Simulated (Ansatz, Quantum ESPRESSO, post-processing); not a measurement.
# 1T-PtS2, 1 layer: response to a perpendicular field, part 2 of 2

Wanted: polarisability and gap of 1T-PtS2, 1 layer against a perpendicular field.

Quantum ESPRESSO 7.5; plane-wave DFT, vdW-DF-cx, GBRV ultrasoft pseudopotentials made under PBE; geometry and cross-check by Ansatz 0.2.0 with PAW datasets.

So far. Step 13 (Bands along a path: field 0.4 V/Å): Along this path the valence top lies between K and Γ and the conduction bottom between Γ and M. Step 14 (Density by pp.x): The density integrates to 28.000 electrons, as the 28 of the input ask.

## (16) Charge moved by a field of 0.2 V/Å (continued)

The running integral, electrons below z by z:

```tsv
z (Å)	running integral, electrons below z (e/Å²)
2.5	8.7e-8
3.0	2.4e-7
3.5	6.3e-7
4.0	1.7e-6
4.5	4.5e-6
5.0	1.2e-5
5.5	3.1e-5
6.0	7.7e-5
6.5	1.8e-4
7.0	4.1e-4
7.5	7.3e-4
8.0	9.3e-4
8.5	0.00106
9.0	0.00109
9.5	0.00109
10.0	0.00110
10.5	0.00104
11.0	8.9e-4
11.5	6.5e-4
12.0	3.3e-4
12.5	1.4e-4
13.0	5.6e-5
13.5	2.1e-5
14.0	7.6e-6
14.5	2.7e-6
15.0	9.0e-7
15.5	3.0e-7
16.0	1.0e-7
```

## (17) Polarisability from the dipole between 0 and 0.1 V/A

Numbers from this step:

* change of slope in the vacuum: 0.09999 eV/Å
* polarisability a cell: 3.919 Å³
* sheet polarisability 4πα/A: 4.451 Å

Table of change of the potential energy, second field less first by z:

```tsv
z (Å)	change of the potential energy, second field less first (eV)
0.0	-0.363
0.5	-0.677
1.0	-0.627
1.5	-0.577
2.0	-0.527
2.5	-0.477
3.0	-0.427
3.5	-0.377
4.0	-0.327
4.5	-0.277
5.0	-0.228
5.5	-0.178
6.0	-0.130
6.5	-0.0852
7.0	-0.0466
7.5	-0.0204
8.0	-0.00725
8.5	-0.00180
9.0	-8.3e-4
9.5	-1.3e-5
10.0	8.4e-4
10.5	0.00188
11.0	0.00736
11.5	0.0205
12.0	0.0467
12.5	0.0853
13.0	0.131
13.5	0.179
14.0	0.228
14.5	0.278
15.0	0.328
15.5	0.378
16.0	0.428
16.5	0.478
17.0	0.528
17.5	0.578
18.0	0.628
18.5	0.558
```

## (18) Dipole against field

The dipole along the normal, dipole moment by applied field:

```tsv
applied field (V/Å)	dipole along the normal, dipole moment (e·Å)
0.000	0
0.100	0.0272
0.200	0.0545
0.400	0.109
```

## (19) The same in Ansatz: field 0.1 V/Å

As a check, the same structure is run in Ansatz.

Level of this step: plane-wave DFT, PBE, Ansatz PAW (Ansatz 0.2.0).

Input file input.yaml:

```yaml
crystal:
  lattice:
    - [3.5742028697, 0.0, 0.0]
    - [-1.7871014349, 3.0953504835, 0.0]
    - [0.0, 0.0, 19.0140863934]
  atoms:
    - { symbol: S, position: [0.6666666667, 0.3333333333, 0.4353626882] }
    - { symbol: Pt, position: [0.0, 0.0, 0.499999985] }
    - { symbol: S, position: [0.3333333333, 0.6666666667, 0.5646373268] }
kpoints:
  mp_grid: { grid: [12, 12, 1] }
hamiltonian:
  xc: pbe
scf:
  occupations: { method: fermi_dirac, width: 0.054 }
  convergence: { dr2_threshold: 1.0e-09 }
efield:
  axis: 3
  dipole_correction: true
  ramp_position: 0.97
  ramp_width: 0.04
  amplitude: 0.1
output:
  write_potential: true
  write_density: true
  volumetric_format: npy
```

The run is started by

```sh
$ ansatz run input.yaml --threads 4 --pin off --max-ram 8192MiB --backend cpu --events-out ev --progress --plain --runs-dir out
```

Wall time 5.2 s (4 threads of Arm Neoverse N1, shared host); peak memory 0.45 GiB.

This step gave:

```
free energy             : -14328.2542 eV
Fermi energy            : -1.144 eV
gap by band count       : 1.771 eV
dipole along the normal : 0.02704 e·Å
```

At 0.1 V/Å Ansatz's dipole is 0.0270 e Å against 0.0272 from pw.x, under another functional.

## (20) Cross-check with Ansatz: field -0.1 V/Å

input.yaml is the input of step 19 with these lines changed:

```diff
@@ -21,3 +21,3 @@
   ramp_width: 0.04
-  amplitude: 0.1
+  amplitude: -0.1
 output:
```

Wall time 5.2 s (4 threads); peak memory 0.45 GiB; 20 s of CPU time.

Numbers from this step:

- Fermi energy: -1.173 eV
- dipole along the normal: -0.02704 e·Å

## (21) Dipole against field, Ansatz

Table of dipole along the normal, dipole moment by applied field:

```tsv
applied field (V/Å)	dipole along the normal, dipole moment (e·Å)
-0.1000	-0.0270
0.0000	-1.5e-5
0.1000	0.0270
```

## (22) Ground state, with eopreg = 0.06 and nosym = True

A sensitivity test on the input.

Level of this step: plane-wave DFT, vdW-DF-cx, GBRV ultrasoft pseudopotentials made under PBE (Quantum ESPRESSO 7.5). input_dft overrides the functional of the files.

Input file f1.w0.in:

```
&control
  prefix = 'f1.w0'
  outdir = './out'
  pseudo_dir = './pseudo'
  calculation = 'scf'
  tprnfor = .true.
  tefield = .true.
  dipfield = .true.
/
&system
  ibrav = 0
  nat = 3
  ntyp = 2
  ecutwfc = 40
  ecutrho = 200
  input_dft = 'vdw-df-cx'
  occupations = 'smearing'
  smearing = 'fd'
  degauss = 0.004
  edir = 3
  emaxpos = 0.97
  eopreg = 0.06
  eamp = 0.00194469
  nosym = .true.
/
&electrons
  conv_thr = 1e-09
  mixing_beta = 0.4
  electron_maxstep = 120
  mixing_mode = 'plain'
/
ATOMIC_SPECIES
  S   32.0600  s_pbe_v1.4.uspp.F.UPF
  Pt  195.0840  pt_pbe_v1.4.uspp.F.UPF
CELL_PARAMETERS angstrom
  3.57420286974912 -0.00000000000000 0.00000000000000
  -1.78710143487456 3.09535048348198 -0.00000000000000
  0.00000000000000 0.00000000000000 19.01408639340000
ATOMIC_POSITIONS crystal
  S   0.666666666667 0.333333333333 0.435362688202
  Pt  -0.000000000000 0.000000000000 0.499999984956
  S   0.333333333333 0.666666666667 0.564637326843
K_POINTS automatic
  12 12 1 0 0 0
```

The run is started by

```sh
$ OMP_NUM_THREADS=1 mpirun -n 4 pw.x -nk 4 -in f1.w0.in > f1.w0.out
```

The job ended after 2.3 min (4 MPI ranks; peak memory 0.9 GiB).

Beside the run it was changed from:

```tsv
quantity	this run	unchanged run	difference
dipole along the normal (e·Å)	0.02725	0.02721	4.2e-5
free energy (eV)	-3518.484	-3518.484	-2.7e-7
wall time (s)	138	124	
SCF iterations	13	9
```

The free energy moves by -9.1e-05 meV an atom.

This run starts from superposed atoms, the unchanged one from a saved density, so their iteration counts don't compare.

The physical values in this table move by up to 0.15 %.

## (23) A check by hand

α = Δp/E = (0.02721 − (0.00000)) e Å / 0.1 V/Å = 0.2721 e Å²/V; times e/(4πε₀) = 14.40 V Å this is 3.918 Å³. With A = 11.063 Å², 4πα/A = 4.451 Å.

## (24) Outcome

- polarisability along the normal, a cell: 3.92 Å³
- sheet polarisability 4πα/A: 4.45 Å
- dipole without a field: 0 e·Å
- Kohn-Sham ionisation potential, upper face: 6.46 eV
- gap along the path at 0 V/Å: 1.74 eV
- gap along the path at 0.2 V/Å: 1.74 eV
- gap along the path at 0.4 V/Å: 1.74 eV

**Reading.** The sheet answers a field with a polarisability of 3.92 Å³ a cell, or 4πα/A = 4.45 Å (vdW-DF-cx, GBRV ultrasoft (made under PBE)). In pw.x the dipole follows the field linearly over the range tried. A perfect conductor 4.45 Å thick would screen alike; the outer atoms lie 2.46 Å apart. At 0.1 V/Å the sheet takes 0.445 eV off the potential drop. At 0.2 V/Å the gap along the path is unchanged within 0.01 eV. Quantum ESPRESSO and Ansatz give 3.919 and 3.893 Å³ for the polarisability (pw.x from 0 and 0.1 V/Å, Ansatz from ±0.1 V/Å, under PBE), which agree. The ions stay at their zero-field places, so this is the electrons' response alone. Semilocal gaps are too small, and in strong fields empty levels can belong to the vacuum. Spin-orbit coupling is left out; depending on the atoms that carry the levels of interest, it can split and shift them by tenths of an eV to an eV or more.

[Logs are printed without paths, hosts, clocks, repeated set-up lines and the standing remarks that a program may print on its own settings, such as how far it seeks lower states.]

[Hosts, paths, dates, database ids (printed as entryN), source tags and the programs' standing remarks are cut or masked in the printed files.]

[Maps of the electrostatic potential energy from Ansatz leave out the sawtooth potential of an applied field or a dipole correction, so their vacuum need not be flat; planar profiles and work functions include it.]
